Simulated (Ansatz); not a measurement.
## G0W0 on several functionals: Te (P3_121)

One-shot GW is not self-consistent; how far does the start matter for Te (P3_121)?

Method: G0W0 on several functionals, plane waves, PAW, in Ansatz 0.2.0.

Report form: the programs' logs are mostly left out.

In doubt: masses and optical values from hybrid runs of this build are listed as unsure (steps 6, 7, 8), which bears on the screening that GW takes from such a start.

### 1. Starting point

It takes space group P3_121 (No. 152, trigonal). Conventional cell: a = 4.457 Å, b = 4.457 Å, c = 5.929 Å, α = 90.00°, β = 90.00°, γ = 120.00°. Nearest to Te lie 2 Te at 2.84 Å.

The cell and positions come from the Crystallography Open Database and are kept as given unless a step says otherwise. Spin-orbit coupling is left out unless a step names it.

### 2. G0W0 on LDA

G0W0 replaces the xc potential by the self-energy, built once from these orbitals. Only a window of levels is corrected, while the sums run over the empty bands that the input names. This step takes PAW set soft_1 files.

This step: G0W0 on LDA, plane waves, PAW; PAW set soft_1.

Contents of input.yaml:

```yaml
crystal:
  lattice:
    - [4.4572, 0.0, 0.0]
    - [-2.2286, 3.8600484297, 0.0]
    - [0.0, 0.0, 5.929]
  atoms:
    - { symbol: Te, position: [0.2633, 0.0, 0.3333333333] }
    - { symbol: Te, position: [0.0, 0.2633, 0.6666666667] }
    - { symbol: Te, position: [0.7367, 0.7367, 0.0] }
kpoints:
  mp_grid: { grid: [6, 6, 4] }
hamiltonian:
  xc: lda
  pseudopotentials: { kind: paw, azcp: { folder: soft_1 }, xc_functional: pbe }
scf:
  occupations: { method: fixed }
gw:
  n_empty_bands: 231
  ecut_chi: 100
  qp_bands: [v2, c2]
  qp_kpoints: band_edges
  screening: { model: contour_deformation }
```

The run is started by

```sh
> ansatz run input.yaml --threads 2 --pin off --max-ram 92160MiB --backend cuda --events-out ev --progress --plain --runs-dir out --devices 1 --max-vram 13GiB
```

The job ended after 41 s (1 × NVIDIA H100 80GB HBM3 (shared by 6 runs) with 2 threads of AMD EPYC 7R13 (Zen 3), shared host; peak memory 1.5 GiB).

This step gave:

* bands summed: 255
* RPA ε∞ on this mesh (eigenvalues): 52.12, 1014, 1014
* plane waves in the screening matrix: 237
* q-points in the mesh: 144
* G0W0 gap on the mesh: 0.3885 eV
* k of the valence top: 0.3333, 0.3333, -0.5
* k of the conduction bottom: 0.3333, 0.3333, -0.5
* starting gap on the mesh: 0.1238 eV
* Z at the valence top: 0.7121
* Z at the conduction bottom: 0.7176
* least direct G0W0 gap on the computed points: 0.3885 eV

The gap on the mesh goes from 0.12 eV to 0.39 eV, a correction of +0.26 eV. Between the two edge states, bare exchange in place of the xc potential would open the gap by 3.71 eV, and correlation takes back 3.45 eV.

### 3. G0W0 on PBEsol

The same correction from a different start measures what one shot leaves open.

This step: G0W0 on PBEsol, plane waves, PAW; PAW set soft_1.

Changes to input.yaml since step 2:

```diff
@@ -12,3 +12,3 @@
 hamiltonian:
-  xc: lda
+  xc: pbesol
   pseudopotentials: { kind: paw, azcp: { folder: soft_1 }, xc_functional: pbe }
```

Run time: 47 s. Hardware: 1 × NVIDIA H100 80GB HBM3 (shared by 6 runs) with 2 threads; peak memory 1.5 GiB; 74 s of CPU time.

This step gave:

- bands summed: 255
- RPA ε∞ on this mesh (eigenvalues): 51.08, 693.0, 693.0
- plane waves in the screening matrix: 237
- q-points in the mesh: 144
- G0W0 gap on the mesh: 0.4012 eV
- k of the valence top: 0.3333, 0.3333, -0.5
- k of the conduction bottom: 0.3333, 0.3333, -0.5
- starting gap on the mesh: 0.1417 eV
- Z at the valence top: 0.7151
- Z at the conduction bottom: 0.7206
- least direct G0W0 gap on the computed points: 0.4012 eV

Against the run with 6×6×4 mesh, 231 empty bands, screening to 100 eV, PAW set soft_1 files on LDA, the gap moves by +0.013 eV.

### 4. G0W0 on PBE

This step: G0W0 on PBE, plane waves, PAW; PAW set soft_1.

Changes to input.yaml since step 3:

```diff
@@ -12,4 +12,4 @@
 hamiltonian:
-  xc: pbesol
-  pseudopotentials: { kind: paw, azcp: { folder: soft_1 }, xc_functional: pbe }
+  xc: pbe
+  pseudopotentials: { kind: paw, azcp: { folder: soft_1 } }
 scf:
```

Run time: 22 s. Hardware: 1 × NVIDIA H100 80GB HBM3 (shared by 6 runs) with 2 threads; peak memory 1.5 GiB; 32 s of CPU time.

Numbers from this step:

```yaml
bands_summed: 255
rpa_eps_infinity_on_this_mesh_eigenvalues: 48.50, 333.7, 333.7
plane_waves_in_the_screening_matrix: 237
g0w0_gap_on_the_mesh: 0.4244 eV
k_of_the_valence_top: 0.3333, 0.3333, -0.5
k_of_the_conduction_bottom: 0.3333, 0.3333, -0.5
starting_gap_on_the_mesh: 0.1831 eV
least_direct_g0w0_gap_on_the_computed_points: 0.4244 eV
```

Against the run with 6×6×4 mesh, 231 empty bands, screening to 100 eV, PAW set soft_1 files on PBEsol, the gap moves by +0.02 eV, while the start moved by +0.04 eV.

### 5. G0W0 on r2SCAN

This step: G0W0 on r2SCAN, plane waves, PAW; PAW set soft_1.

Changes to input.yaml since step 4:

```diff
@@ -12,3 +12,3 @@
 hamiltonian:
-  xc: pbe
+  xc: r2scan
   pseudopotentials: { kind: paw, azcp: { folder: soft_1 } }
```

The job ended after 69 s (1 × NVIDIA H100 80GB HBM3 (shared by 6 runs) with 2 threads; peak memory 1.7 GiB; 2 min of CPU time).

Numbers from this step:

```
bands summed                                 : 255
RPA ε∞ on this mesh (eigenvalues)            : 38.92, 66.37, 66.37
plane waves in the screening matrix          : 237
G0W0 gap on the mesh                         : 0.5390 eV
k of the valence top                         : 0.3333, 0.3333, -0.5
k of the conduction bottom                   : 0.3333, 0.3333, -0.5
starting gap on the mesh                     : 0.3556 eV
least direct G0W0 gap on the computed points : 0.5390 eV
```

Against the run with 6×6×4 mesh, 231 empty bands, screening to 100 eV, PAW set soft_1 files on PBE, the gap moves by +0.11 eV, while the start moved by +0.17 eV.

### 6. G0W0 on HSE06

This step: G0W0 on HSE06, plane waves, PAW; PAW set soft_1.

Changes to input.yaml since step 5:

```diff
@@ -12,3 +12,3 @@
 hamiltonian:
-  xc: r2scan
+  xc: hse06
   pseudopotentials: { kind: paw, azcp: { folder: soft_1 } }
```

Wall time 2.3 min (1 × NVIDIA H100 80GB HBM3 (shared by 6 runs) with 2 threads); peak memory 1.9 GiB; 2.9 min of CPU time.

This step gave:

| Quantity | Value |
| --- | --- |
| bands summed | 255 |
| RPA ε∞ on this mesh (eigenvalues) | 25.84, 25.84, 28.00 |
| plane waves in the screening matrix | 237 |
| G0W0 gap on the mesh | 0.6680 eV |
| k of the valence top | 0.3333, 0.3333, -0.5 |
| k of the conduction bottom | 0.3333, 0.3333, -0.5 |
| starting gap on the mesh | 0.6322 eV |
| least direct G0W0 gap on the computed points | 0.6680 eV |

Against the run with 6×6×4 mesh, 231 empty bands, screening to 100 eV, PAW set soft_1 files on r2SCAN, the gap moves by +0.13 eV, while the start moved by +0.28 eV.

### 7. G0W0 on PBE0

This step: G0W0 on PBE0, plane waves, PAW; PAW set soft_1.

Changes to input.yaml since step 6:

```diff
@@ -12,3 +12,3 @@
 hamiltonian:
-  xc: hse06
+  xc: pbe0
   pseudopotentials: { kind: paw, azcp: { folder: soft_1 } }
```

Run time: 1.8 min. Hardware: 1 × NVIDIA H100 80GB HBM3 (shared by 6 runs) with 2 threads; peak memory 1.9 GiB.

Numbers from this step:

| Quantity | Value |
| --- | --- |
| bands summed | 255 |
| RPA ε∞ on this mesh (eigenvalues) | 15.41, 15.41, 20.51 |
| plane waves in the screening matrix | 237 |
| G0W0 gap on the mesh | 0.8176 eV |
| k of the valence top | 0.3333, 0.3333, -0.5 |
| k of the conduction bottom | 0.3333, 0.3333, -0.5 |
| starting gap on the mesh | 1.180 eV |
| least direct G0W0 gap on the computed points | 0.8176 eV |

Against the run with 6×6×4 mesh, 231 empty bands, screening to 100 eV, PAW set soft_1 files on HSE06, the gap moves by +0.15 eV, while the start moved by +0.55 eV.

### 8. G0W0 on Hartree-Fock

This step: G0W0 on Hartree-Fock, plane waves, PAW; PAW set soft_1.

Changes to input.yaml since step 7:

```diff
@@ -12,3 +12,3 @@
 hamiltonian:
-  xc: pbe0
+  xc: hf
   pseudopotentials: { kind: paw, azcp: { folder: soft_1 } }
```

It took 2 min on 1 × NVIDIA H100 80GB HBM3 (shared by 6 runs) with 2 threads; peak memory 2 GiB; 2.6 min of CPU time.

This step gave:

| Item | Value |
| --- | --- |
| bands summed | 255 |
| RPA ε∞ on this mesh (eigenvalues) | 4.319, 4.319, 5.807 |
| plane waves in the screening matrix | 237 |
| G0W0 gap on the mesh | 2.050 eV |
| k of the valence top | 0.3333, 0.3333, -0.5 |
| k of the conduction bottom | 0.3333, 0.3333, -0.5 |
| starting gap on the mesh | 5.553 eV |
| least direct G0W0 gap on the computed points | 2.050 eV |

Against the run with 6×6×4 mesh, 231 empty bands, screening to 100 eV, PAW set soft_1 files on PBE0, the gap moves by +1.23 eV, while the start moved by +4.37 eV.

### 9. Side by side

All on the 6×6×4 mesh with 231 empty bands and screening to 100 eV. Times are wall times on 1 × NVIDIA H100 80GB HBM3 (shared by 6 runs) with 2 threads of AMD EPYC 7R13 (Zen 3), shared host, good to a factor of about two.

| start | starting gap (eV) | shift (eV) | G0W0 gap (eV) | RPA ε∞ (harmonic mean) | Z (valence, conduction) | time |
| --- | --- | --- | --- | --- | --- | --- |
| LDA | 0.12 | +0.26 | 0.39 | 141.77 | 0.71, 0.72 | 41 s |
| PBEsol | 0.14 | +0.26 | 0.40 | 133.54 | 0.72, 0.72 | 47 s |
| PBE | 0.18 | +0.24 | 0.42 | 112.73 | 0.72, 0.72 | 22 s |
| r2SCAN | 0.36 | +0.18 | 0.54 | 53.74 | 0.74, 0.74 | 69 s |
| HSE06 | 0.63 | +0.04 | 0.67 | 26.52 | 0.76, 0.77 | 2.3 min |
| PBE0 | 1.18 | −0.36 | 0.82 | 16.80 | 0.78, 0.79 | 1.8 min |
| Hartree-Fock | 5.55 | −3.50 | 2.05 | 4.72 | 0.87, 0.87 | 2 min |

The parts of the quasiparticle energy at the two band edges (eV; QP = start + Σx + Σc − Vxc):

| run | edge | start | Σx | Σc | Vxc | Z | QP |
| --- | --- | --- | --- | --- | --- | --- | --- |
| LDA | valence top | 8.39 | -15.35 | 0.44 | -14.91 | 0.71 | 8.40 |
| LDA | conduction bottom | 8.52 | -11.04 | -3.00 | -14.32 | 0.72 | 8.79 |
| PBEsol | valence top | 8.57 | -15.29 | 0.50 | -14.65 | 0.72 | 8.44 |
| PBEsol | conduction bottom | 8.71 | -10.96 | -2.96 | -14.05 | 0.72 | 8.84 |
| PBE | valence top | 8.71 | -15.32 | 0.56 | -14.54 | 0.72 | 8.49 |
| PBE | conduction bottom | 8.89 | -10.94 | -2.94 | -13.91 | 0.72 | 8.91 |
| r2SCAN | valence top | 8.56 | -15.41 | 0.60 | -14.67 | 0.74 | 8.43 |
| r2SCAN | conduction bottom | 8.92 | -10.87 | -3.00 | -13.92 | 0.74 | 8.97 |

### 10. Summary of results

* G0W0@LDA: 0.39 eV (start 0.12 eV)
* G0W0@PBEsol: 0.40 eV (start 0.14 eV)
* G0W0@PBE: 0.42 eV (start 0.18 eV)
* G0W0@r2SCAN: 0.54 eV (start 0.36 eV)
* G0W0@HSE06: 0.67 eV (start 0.63 eV)
* G0W0@PBE0: 0.82 eV (start 1.18 eV)
* G0W0@Hartree-Fock: 2.05 eV (start 5.55 eV)
* known limits: not at the basis limit; model gap, bands may invert with spin-orbit coupling; mesh may overstate the screening; screening runs away on this mesh; no spin-orbit coupling; coarse k mesh

In words: The starting gaps span 5.43 eV and the G0W0 gaps 1.66 eV. Between LDA and Hartree-Fock, 1.66 eV of the 5.43 eV survives, 31 %. On PBE0 and Hartree-Fock the correction is negative: that start lies above its own G0W0 value. The smallest correction, +0.04 eV, is on HSE06, the start nearest to reproducing itself. Bands and cutoff are finite, so the gap is not at the basis limit. The miss can reach some tenths of an eV and take either sign; the mesh is an error of its own. The 6×6×4 mesh is coarse for this cell (its supercell is 24 Å along the shortest edge). The RPA ε∞ on it, from the LDA start, is 52.12 and 1013.69; such meshes misread the long-range screening, most where the gap is narrow. The program warns that the mesh is coarse for exact exchange, which bears on the hybrid start's gap. With atoms this heavy and so narrow a gap, spin-orbit coupling can invert the bands. These scalar-relativistic gaps are then model values, not to be set against experiment, and a spin-orbit change taken from DFT can't simply be added. For the r2SCAN and HSE06 start: The RPA ε∞ on this mesh reaches over 25; with a narrow direct gap a coarse mesh can overstate it, and the correction is then too small. For the LDA, PBEsol and PBE start: On this mesh the RPA ε∞ passes 90, more than nearly any semiconductor shows; a coarse mesh does this where one point with a narrow direct gap carries much weight. The screening is then too strong, and the G0W0 gap should not be taken as the material's.

[Paths, hosts, dates, memory and timing lines, banners, echoed tables and standing remarks are left out of the program output.]

[Logs are printed without paths, hosts, clocks, repeated set-up lines and the standing remarks that a program may print on its own settings, such as how far it seeks lower states.]

[Runs of the session that timed out or met a known fault of the program may be left out.]

[Cells called generated may have been cut or substituted from an entry of the Crystallography Open Database or the Materials Project.]

[Hosts, paths, dates, database ids (printed as entryN), source tags and the programs' standing remarks are cut or masked in the printed files.]
